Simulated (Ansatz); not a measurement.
## Decaying states in the gap of CaBeCl4

Wanted: the relaxed cell of CaBeCl4, its band edges and its decay constants. It is built by putting Ca for part of the Be in the BeCl2 structure of space group Ibam, with the volume rescaled by atomic radii. The parent structure comes from the Materials Project.

Main program and level: Ansatz 0.2.0; PBE DFT, plane waves, PAW files, in the first sound run; inputs show where later runs differ.

The structure was built from a prototype and need not be the compound's stable phase.

### Step 1. The structure

The structure is orthorhombic, space group I222 (No. 23). Conventional cell: a = 5.698 Å, b = 5.795 Å, c = 10.859 Å, α = 90.00°, β = 90.00°, γ = 90.00°. Nearest to Be lie 4 Cl at 2.21 Å. Ca has 4 Cl at 2.21 Å nearest. Nearest to Cl lie 1 Ca at 2.21 Å and 1 Be at 2.21 Å. It derives from BeCl2. Ca for part of the Be in the BeCl2 structure of space group Ibam. Farther neighbours and most contacts between anions are not listed.

### Step 2. Cell and atoms at rest

The substituted atoms don't fit the parent's cell, so cell and atoms relax together. A small smearing keeps the run stable in case the gap closes on the way.

input.yaml

```yaml
crystal:
  lattice:
    - [-2.897730153, 5.429544769, 2.8489273521]
    - [2.897730153, -5.429544769, 2.8489273521]
    - [2.897730153, 5.429544769, -2.8489273521]
  atoms:
    - { symbol: Be, position: [0.25, 0.25, 0.0] }
    - { symbol: Ca, position: [0.75, 0.75, 0.0] }
    - { symbol: Cl, position: [0.61006045, 0.294938, 0.90499845] }
    - { symbol: Cl, position: [0.38993955, 0.705062, 0.09500155] }
    - { symbol: Cl, position: [0.11006045, 0.205062, 0.31512245] }
    - { symbol: Cl, position: [0.88993955, 0.794938, 0.68487755] }
kpoints:
  mp_grid: { grid: [6, 6, 6] }
scf:
  occupations: { method: gaussian, width: 0.03 }
hamiltonian:
  xc: pbe
output:
  forces: true
  stress: true
relax:
  f_tol: 0.02
  max_steps: 60
  cell: {}
```

Launch:

```bash
$ ansatz run input.yaml --threads 2 --pin off --max-ram 4096MiB --backend cpu --events-out ev --progress --plain --runs-dir out
```

Numbers of over 12 decimals in the logs are rounded to 6 here.

Output:

```text
Engine: ansatz 0.2.0, aarch64-unknown-linux-gnu
Pseudopotentials: kind: paw
Pseudopotential: Be, paw, valence charge 2, recommended cutoff 420 eV (normal), Be.paw.azcp
Pseudopotential: Ca, paw, valence charge 10, recommended cutoff 420 eV (normal), Ca.paw.azcp
Pseudopotential: Cl, paw, valence charge 7, recommended cutoff 420 eV (normal), Cl.paw.azcp
Functional definition: PBE
  parameter kappa = 0.804
  parameter beta = 0.066725
  exchange = pbe_x(kappa = kappa, mu = beta*pi^2/3)
  correlation = pbe_c(beta = beta)
Crystal: 6 atoms, lattice volume = 179.293 Å³
Basis set: ecut = 420 eV, 3535 PW (Γ), exchange–correlation on 96×96×96 points (8 copies of the dense FFT grid, shifted against one another)
Bands: 26, of which v1, the nominal top of the filled ones, is band 20 counted from 1 (19 counted from 0)
Symmetry: 4 space group operations
Space group: I222 (ITA 23), of the structure as read, at distance tolerance 5.6e-5 Å
k-points: 46 of 216 (time reversal used)
Non-local potential: Be, projectors of the file, l = 0: 2, l = 1: 2, l = 2: 1
Non-local potential: Ca, projectors of the file, l = 0: 3, l = 1: 2, l = 2: 2
Non-local potential: Cl, projectors of the file, l = 0: 2, l = 1: 2, l = 2: 2
PAW form: soft (Blöchl's): semilocal exchange-correlation on the pseudo side does not see the compensation charge
PAW one-centre angular grid: Be, 110 points (default); XC on 64 Gauss nodes
PAW one-centre angular grid: Ca, 110 points (default); XC on 64 Gauss nodes
PAW one-centre angular grid: Cl, 110 points (default); XC on 64 Gauss nodes
Initial density: superposition of atomic densities (neutral atoms: chi_scale 0, normalization atom), corrected by the library's trained network
Initial wavefunctions: pseudopotential atomic-orbital guess
Functional: x = pbe(κ = 0.804, μ = 0.219515), c = pbe(β = 0.066725)
SCF iter   1: F=—  HF=-6234.677450 eV  |F-HF|=—  |Δ(HF+E_count)|=         —  Δρ=1.36e-3  dr2=3.37e-3  ethr=1.77e-3  ⟨swp⟩=11.2  Hψ=7596  notcnv=0
preconditioner: auto → Resta (q_TF=auto, 2.125 Å⁻¹)  ε∞=2.6  [insulator: Δε(μ)=5.678 eV  Ē_g=13.498 eV  σ=0.030 eV  W_gap=1.00  n_scr=30 (ndim 8)  ℏωp=17.1 eV  f_vac=0.217  D(μ)=0.00/eV (n_scr^D=0)  ε∞_Penn≈2.6]
SCF iter   2: F=—  HF=-6234.675485 eV  |F-HF|=—  |Δ(HF+E_count)|=   1.96e-3  Δρ=6.06e-4  dr2=4.53e-4  ethr=8.42e-6  ⟨swp⟩=2.1  Hψ=2612  notcnv=0  defer=70
SCF iter   3: F=—  HF=-6234.675561 eV  |F-HF|=—  |Δ(HF+E_count)|=   7.60e-5  Δρ=1.97e-4  dr2=5.59e-5  ethr=1.13e-6  ⟨swp⟩=3.0  Hψ=2181  notcnv=0  defer=70
SCF iter   4: F=—  HF=-6234.675661 eV  |F-HF|=—  |Δ(HF+E_count)|=   9.93e-5  Δρ=2.91e-5  dr2=1.90e-6  ethr=1.40e-7  ⟨swp⟩=2.0  Hψ=1667  notcnv=0  defer=70
SCF iter   5: F=—  HF=-6234.675663 eV  |F-HF|=—  |Δ(HF+E_count)|=   2.62e-6  Δρ=7.68e-6  dr2=1.75e-7  ethr=4.75e-9  ⟨swp⟩=2.0  Hψ=1667  notcnv=0  defer=70
SCF iter   6: F=-6234.675664 eV  HF=-6234.675664 eV  |F-HF|=5.27e-9  |Δ(HF+E_count)|=   1.46e-7  Δρ=2.29e-6  dr2=1.29e-8  ethr=2.50e-10  ⟨swp⟩=4.0  Hψ=4053  notcnv=0
SCF 1 converged in 6 iterations: F = -6234.675664 eV  dr2 = 1.29e-8
  greatest PAW one-centre occupation: 0.996 electrons in one spin orbital (limit 2), on the Ca atom at site 1 (counted from 0), in its partial waves of l = 0
relax step   1: F+E_penalty+E_count = -6234.67566354 eV  Δ(F+E_penalty+E_count) = +0.000e0 eV  max|allowed force component| = 4.092e0 eV/Å  Δτ_max = 0.0000 Å  P = +10.227 GPa  Ω = 179.293 Å³  (6 SCF iters, dr2 threshold 1.00e-7 eV, accepted)
Crystal: 6 atoms, lattice volume = 184.933 Å³
Basis set: ecut = 420 eV, 3623 PW (Γ), exchange–correlation on 96×96×96 points (8 copies of the dense FFT grid, shifted against one another)
Initial density: handed on by an earlier stage of this run
Initial wavefunctions: those handed on with the density
iter 1 solved again at ethr=1.16e-3 eV; its pass at ethr=3.10e-3 eV (dr2=4.63e-1 eV) is discarded
SCF iter   1: F=—  HF=-6237.588284 eV  |F-HF|=—  |Δ(HF+E_count)|=         —  Δρ=1.11e-2  dr2=4.48e-1  ethr=1.16e-3  ⟨swp⟩=1.0  Hψ=7252  notcnv=0
preconditioner: auto → Resta (q_TF=auto, 2.114 Å⁻¹)  ε∞=2.6  [insulator: Δε(μ)=5.771 eV  Ē_g=13.503 eV  σ=0.030 eV  W_gap=1.00  n_scr=30 (ndim 8)  ℏωp=16.8 eV  f_vac=0.214  D(μ)=0.00/eV (n_scr^D=0)  ε∞_Penn≈2.6]
SCF iter   2: F=—  HF=-6237.437735 eV  |F-HF|=—  |Δ(HF+E_count)|=   1.51e-1  Δρ=4.81e-3  dr2=6.82e-2  ethr=1.12e-3  ⟨swp⟩=3.5  Hψ=2596  notcnv=0  defer=13
SCF iter   3: F=—  HF=-6237.413445 eV  |F-HF|=—  |Δ(HF+E_count)|=   2.43e-2  Δρ=1.04e-3  dr2=2.32e-3  ethr=1.70e-4  ⟨swp⟩=3.8  Hψ=2424  notcnv=0  defer=15
SCF iter   4: F=—  HF=-6237.413227 eV  |F-HF|=—  |Δ(HF+E_count)|=   2.18e-4  Δρ=2.31e-4  dr2=1.13e-4  ethr=5.81e-6  ⟨swp⟩=3.0  Hψ=2375  notcnv=0  defer=13
SCF iter   5: F=—  HF=-6237.413309 eV  |F-HF|=—  |Δ(HF+E_count)|=   8.20e-5  Δρ=6.30e-5  dr2=1.38e-5  ethr=2.81e-7  ⟨swp⟩=2.0  Hψ=1717  notcnv=0  defer=13
SCF iter   6: F=—  HF=-6237.413312 eV  |F-HF|=—  |Δ(HF+E_count)|=   2.99e-6  Δρ=1.64e-5  dr2=8.73e-7  ethr=3.44e-8  ⟨swp⟩=2.0  Hψ=1735  notcnv=0  defer=13
SCF iter   7: F=-6237.413313 eV  HF=-6237.413312 eV  |F-HF|=6.77e-8  |Δ(HF+E_count)|=   7.75e-7  Δρ=3.68e-6  dr2=4.35e-8  ethr=1.50e-9  ⟨swp⟩=4.0  Hψ=3951  notcnv=0
SCF 2 converged in 7 iterations: F = -6237.413313 eV  dr2 = 4.35e-8
relax step   2: F+E_penalty+E_count = -6237.41331251 eV  Δ(F+E_penalty+E_count) = -2.738e0 eV  max|allowed force component| = 1.752e0 eV/Å  Δτ_max = 0.1959 Å  P = +2.989 GPa  Ω = 184.933 Å³  energy of the carried Pulay correction = -1.571e-4 eV  (7 SCF iters, dr2 threshold 6.00e-7 eV, accepted)
Crystal: 6 atoms, lattice volume = 193.023 Å³
Basis set: ecut = 420 eV, 3769 PW (Γ), exchange–correlation on 96×96×96 points (8 copies of the dense FFT grid, shifted against one another)
iter 1 solved again at ethr=8.28e-4 eV; its pass at ethr=3.10e-3 eV (dr2=3.31e-1 eV) is discarded
SCF iter   1: F=—  HF=-6238.490075 eV  |F-HF|=—  |Δ(HF+E_count)|=         —  Δρ=8.57e-3  dr2=3.30e-1  ethr=8.28e-4  ⟨swp⟩=1.0  Hψ=8310  notcnv=0
preconditioner: auto → Resta (q_TF=auto, 2.099 Å⁻¹)  ε∞=2.5  [insulator: Δε(μ)=5.554 eV  Ē_g=13.568 eV  σ=0.030 eV  W_gap=1.00  n_scr=32 (ndim 8)  ℏωp=16.5 eV  f_vac=0.249  D(μ)=0.00/eV (n_scr^D=0)  ε∞_Penn≈2.5]
SCF iter   2: F=—  HF=-6238.387723 eV  |F-HF|=—  |Δ(HF+E_count)|=   1.02e-1  Δρ=3.85e-3  dr2=4.83e-2  ethr=8.26e-4  ⟨swp⟩=3.3  Hψ=2263  notcnv=0
SCF iter   3: F=—  HF=-6238.373573 eV  |F-HF|=—  |Δ(HF+E_count)|=   1.42e-2  Δρ=9.71e-4  dr2=2.03e-3  ethr=1.21e-4  ⟨swp⟩=3.3  Hψ=2334  notcnv=0  defer=4
[...]
relax step  10: F+E_penalty+E_count = -6238.70063726 eV  Δ(F+E_penalty+E_count) = -3.901e-2 eV  max|allowed force component| = 1.388e-1 eV/Å  Δτ_max = 0.0697 Å  P = +0.422 GPa  Ω = 170.189 Å³  energy of the carried Pulay correction = +2.643e-4 eV  (5 SCF iters, dr2 threshold 6.00e-7 eV, accepted)
relax step  11: F+E_penalty+E_count = -6238.74111867 eV  Δ(F+E_penalty+E_count) = -4.048e-2 eV  max|allowed force component| = 2.012e-1 eV/Å  Δτ_max = 0.0775 Å  P = +0.718 GPa  Ω = 161.900 Å³  energy of the carried Pulay correction = +5.172e-4 eV  (5 SCF iters, dr2 threshold 6.00e-7 eV, accepted)
relax step  12: F+E_penalty+E_count = -6238.79580084 eV  Δ(F+E_penalty+E_count) = -5.468e-2 eV  max|allowed force component| = 1.388e-1 eV/Å  Δτ_max = 0.1105 Å  P = +0.287 GPa  Ω = 154.311 Å³  energy of the carried Pulay correction = +7.598e-4 eV  (5 SCF iters, dr2 threshold 6.00e-7 eV, accepted)
relax step  13: F+E_penalty+E_count = -6238.82866972 eV  Δ(F+E_penalty+E_count) = -3.287e-2 eV  max|allowed force component| = 1.140e-1 eV/Å  Δτ_max = 0.1942 Å  P = +0.777 GPa  Ω = 147.063 Å³  energy of the carried Pulay correction = +1.002e-3 eV  (6 SCF iters, dr2 threshold 6.00e-7 eV, accepted)
relax step  14: F+E_penalty+E_count = -6238.84116961 eV  Δ(F+E_penalty+E_count) = -1.250e-2 eV  max|allowed force component| = 1.306e-2 eV/Å  Δτ_max = 0.0695 Å  P = +0.008 GPa  Ω = 145.718 Å³  energy of the carried Pulay correction = +1.048e-3 eV  (5 SCF iters, dr2 threshold 6.00e-7 eV, accepted)
relax step  15: F+E_penalty+E_count = -6238.84146434 eV  Δ(F+E_penalty+E_count) = -2.947e-4 eV  max|allowed force component| = 4.518e-3 eV/Å  Δτ_max = 0.0039 Å  P = +0.016 GPa  Ω = 145.633 Å³  energy of the carried Pulay correction = +1.051e-3 eV  (4 SCF iters, dr2 threshold 2.83e-8 eV, accepted)
relax step  16: F+E_penalty+E_count = -6238.84119035 eV  Δ(F+E_penalty+E_count) = +2.740e-4 eV  max|allowed force component| = 1.429e-2 eV/Å  Δτ_max = 0.0039 Å  P = -0.093 GPa  Ω = 146.300 Å³  energy of the carried Pulay correction = +1.028e-3 eV  (7 SCF iters, rejected (line search))
relax step  17: F+E_penalty+E_count = -6238.84146989 eV  Δ(F+E_penalty+E_count) = -5.550e-6 eV  max|allowed force component| = 1.675e-3 eV/Å  Δτ_max = 0.0011 Å  P = +0.000 GPa  Ω = 145.771 Å³  energy of the carried Pulay correction = +1.046e-3 eV  (7 SCF iters, accepted)
relax step  18: F+E_penalty+E_count = -6238.85361191 eV  Δ(F+E_penalty+E_count) = -1.214e-2 eV  max|allowed force component| = 1.579e-3 eV/Å  Δτ_max = 0.0000 Å  P = +0.117 GPa  Ω = 145.771 Å³  stress off target by 2.51e-1 GPa  SCF on the basis re-selected at this cell (its energy is not comparable with the rows above)  (6 SCF iters)
relax step  19: F+E_penalty+E_count = -6238.85418834 eV  Δ(F+E_penalty+E_count) = -5.764e-4 eV  max|allowed force component| = 1.082e-3 eV/Å  Δτ_max = 0.0096 Å  P = +0.015 GPa  Ω = 145.923 Å³  energy of the carried Pulay correction = -3.514e-6 eV  (4 SCF iters, dr2 threshold 1.57e-7 eV, accepted)
iter 1 solved again at ethr=1.01e-5 eV; its pass at ethr=3.10e-3 eV (dr2=4.05e-3 eV) is discarded
SCF iter   1: F=—  HF=-6238.854162 eV  |F-HF|=—  |Δ(HF+E_count)|=         —  Δρ=1.02e-5  dr2=1.50e-7  ethr=1.01e-5  ⟨swp⟩=2.3  Hψ=9670  notcnv=0
eigensolver tolerance schedule: the retry pair's looser diagonalisation over-reported the residual by 26997.01 of it (diagonalisation noise at an unbounded share of the residual, at the tolerance the schedule requests for it); recorded, not acted on — ethr = c·dr2/N_el stays at c = 1.0e-1
preconditioner: auto → Resta (q_TF=auto, 2.199 Å⁻¹)  ε∞=3.6  [insulator: Δε(μ)=5.035 eV  Ē_g=10.773 eV  σ=0.030 eV  W_gap=1.00  n_scr=18 (ndim 8)  ℏωp=17.4 eV  f_vac=0.089  D(μ)=0.00/eV (n_scr^D=0)  ε∞_Penn≈3.6]
SCF iter   2: F=—  HF=-6238.854193 eV  |F-HF|=—  |Δ(HF+E_count)|=   3.07e-5  Δρ=6.13e-6  dr2=7.28e-8  ethr=3.75e-10  ⟨swp⟩=3.1  Hψ=3014  notcnv=0
SCF iter   3: F=—  HF=-6238.854193 eV  |F-HF|=—  |Δ(HF+E_count)|=   4.11e-7  Δρ=2.75e-6  dr2=2.28e-8  ethr=1.82e-10  ⟨swp⟩=2.4  Hψ=1665  notcnv=0
SCF iter   4: F=—  HF=-6238.854193 eV  |F-HF|=—  |Δ(HF+E_count)|=   6.77e-8  Δρ=1.40e-6  dr2=2.44e-9  ethr=5.69e-11  ⟨swp⟩=2.0  Hψ=1732  notcnv=0
SCF iter   5: F=—  HF=-6238.854193 eV  |F-HF|=—  |Δ(HF+E_count)|=   4.18e-9  Δρ=8.67e-7  dr2=8.99e-10  ethr=6.10e-12  ⟨swp⟩=2.5  Hψ=1777  notcnv=0
SCF iter   6: F=—  HF=-6238.854193 eV  |F-HF|=—  |Δ(HF+E_count)|=  3.67e-10  Δρ=2.27e-7  dr2=6.22e-11  ethr=2.25e-12  ⟨swp⟩=2.8  Hψ=2089  notcnv=0
SCF iter   7: F=-6238.854193 eV  HF=-6238.854193 eV  |F-HF|=3.64e-12  |Δ(HF+E_count)|=  7.28e-12  Δρ=5.75e-8  dr2=4.34e-12  ethr=1.00e-12  ⟨swp⟩=4.0  Hψ=3952  notcnv=0
SCF 20 converged in 7 iterations: F = -6238.854193 eV  dr2 = 4.34e-12
relax step  20: F+E_penalty+E_count = -6238.85419310 eV  Δ(F+E_penalty+E_count) = -4.756e-6 eV  max|allowed force component| = 1.102e-3 eV/Å  Δτ_max = 0.0000 Å  P = +0.015 GPa  Ω = 145.923 Å³  stress off target by 3.35e-2 GPa  SCF on the basis re-selected at this cell (its energy is not comparable with the rows above)  (7 SCF iters)
basis re-selected at this cell: Δ(F+E_penalty+E_count) = -4.756e-6 eV, ΔP = +0.000 GPa vs the last step (what re-selecting the basis moved, of the pressure what is left beyond the Pulay correction that the steps carried, after the strain that the cell walked since its last selection, with what the two solves' SCF thresholds leave and, on support functions, any second-order correction that the steps lacked; it is no m [...]
SCF converged after 7 iterations
Free energy (F): -6238.854193 eV
Harris-Foulkes:  -6238.854193 eV  (|F-HF|=3.64e-12)
Internal energy: -6238.854193 eV  (E = F + TS)
E sigma→0 (E₀):  -6238.854193 eV
Fermi energy:    4.531325 eV
--- Per-component energies (eV) ---
  E_band       = -276.081033
  E_kinetic    = 942.078844
  E_local      = -1932.675916  (includes V_loc(G=0)·N_el)
  E_nonlocal   = 181.466270
  E_hartree    = 633.518798
  E_xc         = -585.948582
  E_vxc        = -680.611147  (∫ρ·V_xc dr)
  E_paw        = -3555.057208  (= ΣΔE_a)
  E_vpaw       = -53.377020  (= ΣTr[D̂ρ^β])
  E_aug_tail   = 0.000350  (compensation charges beyond the density's cutoff)
  E_ewald      = -1922.236749
  E_smearing   = -0.000000  (= −TS)
  E_closure    = -0.000000  (closes the sum)
  Σ components = -6238.854193   (vs F -6238.854193, Δ=0.00e0)
--- Forces (eV/Å), atoms counted from 1 ---
  atom   1  Be    -0.00000000     0.00000000     0.00000000
  atom   2  Ca    -0.00000000     0.00000000     0.00000000
  atom   3  Cl     0.00082679     0.00110158     0.00011205
  atom   4  Cl    -0.00082679    -0.00110158     0.00011205
  atom   5  Cl    -0.00082679     0.00110158    -0.00011205
  atom   6  Cl     0.00082679    -0.00110158    -0.00011205
  max |Σ_I F_I| component: 3.49e-17 eV/Å
--- Stress (GPa, compression-positive) ---
        0.016265       0.000000       0.000000
        0.000000      -0.004367      -0.000000
        0.000000      -0.000000       0.033504
  P = ⅓ Tr σ = 0.0151 GPa (0.151 kbar)
--- Relaxed structure (18 steps of the walk, 17 accepted, 2 SCFs on fresh bases) ---
  F+E_penalty+E_count = -6238.85419310 eV   max|allowed force component| = 1.102e-3 eV/Å   (the final SCF, on the basis selected at the relaxed cell)
  cell:  # Å, volume = 145.9231 Å³
    - [-3.244556, 3.256074, 3.453143]
    - [3.244556, -3.256074, 3.453143]
    - [3.244556, 3.256074, -3.453143]
  atoms:
    - { symbol: Be, position: [0.250000, 0.250000, -6.240638039404281e-19] }
    - { symbol: Ca, position: [0.750000, 0.750000, -6.240638039404317e-19] }
    - { symbol: Cl, position: [0.600791, 0.243592, 0.998931] }
    - { symbol: Cl, position: [0.244662, 0.601860, 0.00106926] }
    - { symbol: Cl, position: [0.255338, 0.256408, 0.357199] }
    - { symbol: Cl, position: [0.899209, 0.898140, 0.642801] }
```

The job ended after 1.9 min (2 threads of Arm Neoverse V2, shared host; peak memory 0.53 GiB).

Relaxation path:

```tsv
step	energy less that of the first step (eV)	largest force component (eV/Å)	pressure (GPa)	volume (Å³)
1	0.0000	4.0919	10.23	179.29
2	-2.7376	1.7519	2.99	184.93
3	-3.6980	0.3661	1.78	193.02
4	-3.8565	0.0911	0.59	201.11
5	-3.8779	0.0675	-0.25	203.71
6	-3.8974	0.0385	-0.09	199.93
7	-3.9210	0.0709	0.13	193.67
8	-3.9522	0.0483	0.07	185.96
9	-3.9860	0.0893	0.22	178.22
10	-4.0250	0.1388	0.42	170.19
11	-4.0655	0.2012	0.72	161.90
12	-4.1201	0.1388	0.29	154.31
13	-4.1530	0.1140	0.78	147.06
14	-4.1655	0.0131	0.01	145.72
15	-4.1658	0.0045	0.02	145.63
16	-4.1655	0.0143	-0.09	146.30
17	-4.1658	0.0017	0.00	145.77
18*	-4.1779	0.0016	0.12	145.77
19	-4.1785	0.0011	0.02	145.92
20*	-4.1785	0.0011	0.02	145.92
```

Relaxation steps marked * repeat the geometry before them on a plane-wave basis chosen anew for their cell, so energy and pressure can jump there. Relaxation step 16 was tried and not accepted.

Forces are held to the 4 operations that the run works with; a distortion that breaks them can't arise in this run.

```tsv
cell as run	before	after	change
a (Å)	6.782	5.749	-15.2 %
b (Å)	6.782	5.749	-15.2 %
c (Å)	6.782	5.749	-15.2 %
α (°)	129.41	111.29	-14.0 %
β (°)	73.62	111.01	+50.8 %
γ (°)	130.32	106.17	-18.5 %
volume (Å³/atom)	29.88	24.32	-18.6 %
```

The atoms that moved most (Å, as changes of fractional coordinates times the final cell):

```tsv
atom	dx	dy	dz	length
Cl3	0.168	0.443	-0.534	0.714
Cl4	-0.168	-0.443	-0.534	0.714
Cl5	-0.168	0.443	0.534	0.714
Cl6	0.168	-0.443	0.534	0.714
```

Numbers from this step:

| Item | Value |
| --- | --- |
| free energy | -6238.8542 eV |
| Fermi energy | 4.531 eV |
| pressure | 0.01513 GPa |

The largest force component on a free atom ends at 0.0011 eV/Å.

(Part 1 of 3 ends here.)

[Logs are printed without paths, hosts, clocks, repeated set-up lines and the standing remarks that a program may print on its own settings, such as how far it seeks lower states.]

[Hosts, paths, dates, database ids (printed as entryN), source tags and the programs' standing remarks are cut or masked in the printed files.]
